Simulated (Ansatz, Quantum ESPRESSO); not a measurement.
# Ballistic transmission: Co chain with one atom pushed 0.5 Å aside at constant bond length, part 2 of 4

Wanted: the transmission near the Fermi level and the conductance of this junction: Co chain with one atom pushed 0.5 Å aside at constant bond length.

Quantum ESPRESSO 7.5; plane-wave DFT, LDA, GBRV ultrasoft pseudopotentials; cross-check by Ansatz 0.2.0 with PAW datasets.

So far. Step 2 (Self-consistent run): The run needed 40 iterations to bring the estimated error under 1e-07 Ry; the largest force on any atom, held or free, is 0.19 eV/Å. The cell keeps a moment of 23.8 μB.

### Step 3. The open system, spin up

Level of this step: transmission by pwcond, lead and junction from one cell; plane-wave DFT, LDA, GBRV ultrasoft pseudopotentials (Quantum ESPRESSO).

prefixt takes both regions from one run: the lead from 0 to bdl, the scattering region from bdl to bds (units of alat). ikind = 1 puts the same lead on both sides. The program's T_tot counts both spins in a run without spin; the tables below give T per spin.

File cond_up.in:

```
&inputcond
  outdir = './out'
  prefixt = 'scf'
  tran_file = 'cond_up.dat'
  bdl = 0.5733333333
  bds = 3.1376139640
  ikind = 1
  ewind = 4.0
  epsproj = 1e-05
  nz1 = 7
  iofspin = 1
  energy0 = 2.0
  denergy = -0.1
/
1
  0.00000000 0.00000000 1.00000000
41
```

Run with:

```console
> OMP_NUM_THREADS=1 mpirun -n 4 pwcond.x -in cond_up.in > cond_up.out
```

Log:

```text
[banner, memory and clock lines left out]
Program PWCOND v.7.5 starts

          URL

     ./out/scf.save/

     IMPORTANT: XC functional enforced from input :
     Exchange-correlation= PZ
                           (   1   1   0   0   0   0   0)
     Any further DFT definition will be discarded
     Please, verify this is what you really want

     Check: negative core charge=   -0.000014

     negative rho (up, down):  1.964E-05 0.000E+00
     Reading collected, re-writing distributed wavefunctions

===== INPUT FILE containing all the regions =====

     GEOMETRY:

     lattice parameter (alat)  =      14.1729  a.u.
     the volume                =    8932.6414 (a.u.)^3
     the cross section         =     200.8724 (a.u.)^2
     l of the unit cell        =       3.1376 (alat)
     number of atoms/cell      =           11
     number of atomic types    =            1

     crystal axes: (cart. coord. in units of alat)
               a(1) = (  1.0000  0.0000  0.0000 )
               a(2) = (  0.0000  1.0000  0.0000 )
               a(3) = (  0.0000  0.0000  3.1376 )

   Cartesian axes

     site n.     atom                  positions (alat units)
          1        Co     tau(  1)=(  0.5000  0.5000  3.1376  )
          2        Co     tau(  2)=(  0.5000  0.5000  0.2867  )
          3        Co     tau(  3)=(  0.5000  0.5000  0.5733  )
          4        Co     tau(  4)=(  0.5000  0.5000  0.8600  )
          5        Co     tau(  5)=(  0.5000  0.5000  1.1467  )
          6        Co     tau(  6)=(  0.5667  0.5000  1.4255  )
          7        Co     tau(  7)=(  0.5000  0.5000  1.7043  )
          8        Co     tau(  8)=(  0.5000  0.5000  1.9909  )
          9        Co     tau(  9)=(  0.5000  0.5000  2.2776  )
         10        Co     tau( 10)=(  0.5000  0.5000  2.5643  )
         11        Co     tau( 11)=(  0.5000  0.5000  2.8509  )

     nr1s                      =           54
     nr2s                      =           54
     nr3s                      =          180
     nr1sx                     =           54
     nr2sx                     =           54
     nr3sx                     =          180
     nr1                       =           60
     nr2                       =           60
     nr3                       =          192
     nr1x                      =           60
     nr2x                      =           60
     nr3x                      =          192

 _______________________________
  Radii of nonlocal spheres:

     type       ibeta     ang. mom.          radius (alat units)
       Co         1         0                    0.1106
       Co         2         0                    0.1106
       Co         3         1                    0.1106
       Co         4         1                    0.1106
       Co         5         2                    0.1106
       Co         6         2                    0.1106
----- General information -----

--- T calc. with identical leads (ikind=1) ---

         LSDA calculations, spin index =     1

     nrx                       =           54
     nry                       =           54
     nz1                       =            7

     energy0               =         2.0E+00
     denergy               =        -1.0E-01
     nenergy               =         41
     ecut2d                =         3.4E+01
     ewind                 =         4.0E+00
     epsproj               =         1.0E-05

     number of k_|| points=    1
                       cryst. coord.
        k(    1) = (   0.0000000   0.0000000), wk =   1.0000000
----- Information about left/right lead -----

     nocros                   =           18
     noins                    =           18
     norb                     =           54
     norbf                    =          180
     nrz                      =           33

      iorb      type   ibeta   ang. mom.   m       position (alat)
        1        1       1        0        1   taunew(   1)=(  0.5000  0.5000  0.0000)
        2        1       2        0        1   taunew(   2)=(  0.5000  0.5000  0.0000)
        3        1       3        1        1   taunew(   3)=(  0.5000  0.5000  0.0000)
        4        1       3        1        2   taunew(   4)=(  0.5000  0.5000  0.0000)
        5        1       3        1        3   taunew(   5)=(  0.5000  0.5000  0.0000)
        6        1       4        1        1   taunew(   6)=(  0.5000  0.5000  0.0000)
        7        1       4        1        2   taunew(   7)=(  0.5000  0.5000  0.0000)
        8        1       4        1        3   taunew(   8)=(  0.5000  0.5000  0.0000)
        9        1       5        2        1   taunew(   9)=(  0.5000  0.5000  0.0000)
       10        1       5        2        2   taunew(  10)=(  0.5000  0.5000  0.0000)
       11        1       5        2        3   taunew(  11)=(  0.5000  0.5000  0.0000)
       12        1       5        2        4   taunew(  12)=(  0.5000  0.5000  0.0000)
       13        1       5        2        5   taunew(  13)=(  0.5000  0.5000  0.0000)
       14        1       6        2        1   taunew(  14)=(  0.5000  0.5000  0.0000)
       15        1       6        2        2   taunew(  15)=(  0.5000  0.5000  0.0000)
       16        1       6        2        3   taunew(  16)=(  0.5000  0.5000  0.0000)
       17        1       6        2        4   taunew(  17)=(  0.5000  0.5000  0.0000)
       18        1       6        2        5   taunew(  18)=(  0.5000  0.5000  0.0000)
       19        1       1        0        1   taunew(  19)=(  0.5000  0.5000  0.2867)
       20        1       2        0        1   taunew(  20)=(  0.5000  0.5000  0.2867)
       21        1       3        1        1   taunew(  21)=(  0.5000  0.5000  0.2867)
       22        1       3        1        2   taunew(  22)=(  0.5000  0.5000  0.2867)
       23        1       3        1        3   taunew(  23)=(  0.5000  0.5000  0.2867)
       24        1       4        1        1   taunew(  24)=(  0.5000  0.5000  0.2867)
       25        1       4        1        2   taunew(  25)=(  0.5000  0.5000  0.2867)
       26        1       4        1        3   taunew(  26)=(  0.5000  0.5000  0.2867)
       27        1       5        2        1   taunew(  27)=(  0.5000  0.5000  0.2867)
       28        1       5        2        2   taunew(  28)=(  0.5000  0.5000  0.2867)
       29        1       5        2        3   taunew(  29)=(  0.5000  0.5000  0.2867)
       30        1       5        2        4   taunew(  30)=(  0.5000  0.5000  0.2867)
       31        1       5        2        5   taunew(  31)=(  0.5000  0.5000  0.2867)
       32        1       6        2        1   taunew(  32)=(  0.5000  0.5000  0.2867)
[...]
Total T_j, R_j =    0.51195  0.48805

    3 -->     1     0.01211     0.00169
    3 -->     2     0.00000     0.00000
    3 -->     3     0.88948     0.00063
    3 -->     4     0.00000     0.00000
    3 -->     5     0.04273     0.00200
    3 -->     6     0.04733     0.00404
   Total T_j, R_j =    0.99165  0.00835

    4 -->     1     0.00003     0.00000
    4 -->     2     0.47089     0.07640
    4 -->     3     0.00000     0.00000
    4 -->     4     0.22772     0.22495
    4 -->     5     0.00000     0.00000
    4 -->     6     0.00000     0.00000
   Total T_j, R_j =    0.69864  0.30136

    5 -->     1     0.15583     0.05165
    5 -->     2     0.00001     0.00000
    5 -->     3     0.04311     0.00199
    5 -->     4     0.00000     0.00000
    5 -->     5     0.26255     0.05583
    5 -->     6     0.33890     0.09012
   Total T_j, R_j =    0.80040  0.19960

    6 -->     1     0.29738     0.02511
    6 -->     2     0.00002     0.00000
    6 -->     3     0.04551     0.00402
    6 -->     4     0.00000     0.00000
    6 -->     5     0.33627     0.09012
    6 -->     6     0.04563     0.15594
   Total T_j, R_j =    0.72481  0.27519

          E-Ef(ev), T =   -1.8000000   4.2667590
---  E-Ef =   -1.9000000  k =    0.0000000   0.0000000
---  ie =         40  ik =          1
 Nchannels of the left tip =            6
 Right moving states:
   k1(2pi/a)   k2(2pi/a)   E-Ef (eV)
   0.2531425   0.0000009  -1.9000000
  -0.2703913   0.0000003  -1.9000000
  -0.2715505   0.0000001  -1.9000000
  -0.3735598   0.0000173  -1.9000000
  -0.3740906   0.0000106  -1.9000000
  -0.3950436   0.0000117  -1.9000000
 Left moving states:
   k1(2pi/a)   k2(2pi/a)   E-Ef (eV)
  -0.2531426   0.0000009  -1.9000000
   0.2703914   0.0000003  -1.9000000
   0.2715505   0.0000001  -1.9000000
   0.3735598   0.0000173  -1.9000000
   0.3740906   0.0000106  -1.9000000
   0.3950436   0.0000117  -1.9000000

 to transmit
 Band j to band i transmissions and reflections:
    j         i     |T_ij|^2    |R_ij|^2

    1 -->     1     0.84233     0.00171
    1 -->     2     0.03029     0.00417
    1 -->     3     0.00000     0.00000
    1 -->     4     0.00000     0.00000
    1 -->     5     0.05534     0.00186
    1 -->     6     0.06153     0.00276
   Total T_j, R_j =    0.98949  0.01051

    2 -->     1     0.03264     0.00418
    2 -->     2     0.18358     0.03521
    2 -->     3     0.00000     0.00000
    2 -->     4     0.00003     0.00000
    2 -->     5     0.25622     0.02334
    2 -->     6     0.45740     0.00740
   Total T_j, R_j =    0.92987  0.07013

    3 -->     1     0.00000     0.00000
    3 -->     2     0.00000     0.00000
    3 -->     3     0.07950     0.03730
    3 -->     4     0.85554     0.02763
    3 -->     5     0.00001     0.00000
    3 -->     6     0.00002     0.00000
   Total T_j, R_j =    0.93507  0.06493

    4 -->     1     0.00000     0.00000
    4 -->     2     0.00003     0.00000
    4 -->     3     0.85667     0.02763
    4 -->     4     0.07393     0.04174
    4 -->     5     0.00000     0.00000
    4 -->     6     0.00000     0.00000
   Total T_j, R_j =    0.93063  0.06937

    5 -->     1     0.05489     0.00181
    5 -->     2     0.25655     0.02330
    5 -->     3     0.00001     0.00000
    5 -->     4     0.00000     0.00000
    5 -->     5     0.21791     0.01662
    5 -->     6     0.41441     0.01450
   Total T_j, R_j =    0.94377  0.05623

    6 -->     1     0.06239     0.00285
    6 -->     2     0.46363     0.00741
    6 -->     3     0.00002     0.00000
    6 -->     4     0.00000     0.00000
    6 -->     5     0.41157     0.01456
    6 -->     6     0.01754     0.02004
   Total T_j, R_j =    0.95514  0.04486

          E-Ef(ev), T =   -1.9000000   5.6839772
---  E-Ef =   -2.0000000  k =    0.0000000   0.0000000
---  ie =         41  ik =          1
 Nchannels of the left tip =            6
 Right moving states:
   k1(2pi/a)   k2(2pi/a)   E-Ef (eV)
   0.2123747   0.0000006  -2.0000000
  -0.3873424   0.0000006  -2.0000000
  -0.3884827   0.0000000  -2.0000000
  -0.3973220   0.0000173  -2.0000000
  -0.3978627   0.0000102  -2.0000000
  -0.4120854   0.0000120  -2.0000000
 Left moving states:
   k1(2pi/a)   k2(2pi/a)   E-Ef (eV)
  -0.2123747   0.0000006  -2.0000000
   0.3873424   0.0000006  -2.0000000
   0.3884827   0.0000000  -2.0000000
   0.3973220   0.0000173  -2.0000000
   0.3978627   0.0000102  -2.0000000
   0.4120854   0.0000120  -2.0000000

 to transmit
 Band j to band i transmissions and reflections:
    j         i     |T_ij|^2    |R_ij|^2

    1 -->     1     0.79315     0.00485
    1 -->     2     0.04940     0.00417
    1 -->     3     0.00000     0.00000
    1 -->     4     0.00000     0.00000
    1 -->     5     0.06472     0.00705
    1 -->     6     0.07314     0.00352
   Total T_j, R_j =    0.98041  0.01959

    2 -->     1     0.04944     0.00417
    2 -->     2     0.20889     0.01246
    2 -->     3     0.00000     0.00000
    2 -->     4     0.00004     0.00000
    2 -->     5     0.25596     0.00311
    2 -->     6     0.46152     0.00442
   Total T_j, R_j =    0.97584  0.02416

    3 -->     1     0.00000     0.00000
    3 -->     2     0.00000     0.00000
    3 -->     3     0.12675     0.01266
    3 -->     4     0.85762     0.00294
    3 -->     5     0.00001     0.00000
    3 -->     6     0.00002     0.00000
   Total T_j, R_j =    0.98440  0.01560

    4 -->     1     0.00000     0.00000
    4 -->     2     0.00004     0.00000
    4 -->     3     0.85682     0.00294
    4 -->     4     0.12043     0.01977
    4 -->     5     0.00000     0.00000
    4 -->     6     0.00000     0.00000
   Total T_j, R_j =    0.97729  0.02271

    5 -->     1     0.06484     0.00707
    5 -->     2     0.25654     0.00311
    5 -->     3     0.00001     0.00000
    5 -->     4     0.00000     0.00000
    5 -->     5     0.22486     0.01113
    5 -->     6     0.42462     0.00782
   Total T_j, R_j =    0.97086  0.02914

    6 -->     1     0.07229     0.00352
    6 -->     2     0.46209     0.00441
    6 -->     3     0.00002     0.00000
    6 -->     4     0.00000     0.00000
    6 -->     5     0.42480     0.00782
    6 -->     6     0.02043     0.00461
   Total T_j, R_j =    0.97963  0.02037

          E-Ef(ev), T =   -2.0000000   5.8684335
   T_tot     2.00000      0.86056E+00
   T_tot     1.90000      0.95025E+00
   T_tot     1.80000      0.96913E+00
   T_tot     1.70000      0.97712E+00
   T_tot     1.60000      0.98156E+00
   T_tot     1.50000      0.98440E+00
   T_tot     1.40000      0.98640E+00
   T_tot     1.30000      0.98790E+00
   T_tot     1.20000      0.98907E+00
   T_tot     1.10000      0.99003E+00
   T_tot     1.00000      0.99084E+00
   T_tot     0.90000      0.99153E+00
   T_tot     0.80000      0.99214E+00
   T_tot     0.70000      0.99269E+00
   T_tot     0.60000      0.99320E+00
   T_tot     0.50000      0.99367E+00
   T_tot     0.40000      0.99412E+00
   T_tot     0.30000      0.99455E+00
   T_tot     0.20000      0.99496E+00
   T_tot     0.10000      0.99537E+00
   T_tot    -0.00000      0.99576E+00
   T_tot    -0.10000      0.99614E+00
   T_tot    -0.20000      0.99652E+00
   T_tot    -0.30000      0.99688E+00
   T_tot    -0.40000      0.99724E+00
   T_tot    -0.50000      0.99760E+00
   T_tot    -0.60000      0.99801E+00
   T_tot    -0.70000      0.99862E+00
   T_tot    -0.80000      0.18602E+01
   T_tot    -0.90000      0.37397E+01
   T_tot    -1.00000      0.38403E+01
   T_tot    -1.10000      0.38798E+01
   T_tot    -1.20000      0.38988E+01
   T_tot    -1.30000      0.39063E+01
   T_tot    -1.40000      0.39044E+01
   T_tot    -1.50000      0.38903E+01
   T_tot    -1.60000      0.38424E+01
   T_tot    -1.70000      0.37359E+01
   T_tot    -1.80000      0.42668E+01
   T_tot    -1.90000      0.56840E+01
   T_tot    -2.00000      0.58684E+01

Note: The following floating-point exceptions are signalling: IEEE_UNDERFLOW_FLAG IEEE_DENORMAL
Note: The following floating-point exceptions are signalling: IEEE_UNDERFLOW_FLAG IEEE_DENORMAL
Note: The following floating-point exceptions are signalling: IEEE_UNDERFLOW_FLAG IEEE_DENORMAL
Note: The following floating-point exceptions are signalling: IEEE_UNDERFLOW_FLAG IEEE_DENORMAL
```

Run time: 2 min. Hardware: 4 MPI ranks of AMD EPYC 7B13 (Zen 3), shared host; peak memory 0.48 GiB; 8.1 min of CPU time.

This step gave:

| Quantity | Value |
| --- | --- |
| lead channels, spin up | 1 |
| transmission at the Fermi level, spin up | 0.9958 |

Per spin. Open channels, up against energy, zero at the Fermi level:

energy (eV), open channels, up and a bar from the least value:
```
    -2.00       6.00 ##############################
    -1.80       6.00 ##############################
    -1.60       4.00 ##################
    -1.40       4.00 ##################
    -1.20       4.00 ##################
    -1.00       4.00 ##################
    -0.90       4.00 ##################
    -0.70       1.00 
    -0.50       1.00 
    -0.30       1.00 
    -0.10       1.00 
     0.00       1.00 
     0.10       1.00 
     0.30       1.00 
     0.50       1.00 
     0.70       1.00 
     0.90       1.00 
     1.00       1.00 
     1.20       1.00 
     1.40       1.00 
     1.60       1.00 
     1.80       1.00 
     2.00       1.00
```

Per spin. Table of transmission, up by energy, zero at the Fermi level:

```
energy (eV)  transmission, up
      -2.00              5.87
      -1.90              5.68
      -1.80              4.27
      -1.70              3.74
      -1.60              3.84
      -1.50              3.89
      -1.40              3.90
      -1.20              3.90
      -1.10              3.88
      -1.00              3.84
      -0.90              3.74
      -0.80              1.86
      -0.70             0.999
      -0.60             0.998
      -0.50             0.998
      -0.40             0.997
      -0.30             0.997
      -0.20             0.997
      -0.10             0.996
       0.00             0.996
       0.10             0.995
       0.20             0.995
       0.30             0.995
       0.40             0.994
       0.50             0.994
       0.60             0.993
       0.70             0.993
       0.80             0.992
       0.90             0.992
       1.00             0.991
       1.10             0.990
       1.20             0.989
       1.40             0.986
       1.50             0.984
       1.60             0.982
       1.70             0.977
       1.80             0.969
       1.90             0.950
       2.00             0.861
```

At no point does T exceed the number of channels.

(Continued in part 3 of 4.)

[Logs are printed without paths, hosts, clocks, repeated set-up lines and the standing remarks that a program may print on its own settings, such as how far it seeks lower states.]

[Hosts, paths, dates, database ids (printed as entryN), source tags and the programs' standing remarks are cut or masked in the printed files.]

[Maps of the electrostatic potential energy from Ansatz leave out the sawtooth potential of an applied field or a dipole correction, so their vacuum need not be flat; planar profiles and work functions include it.]
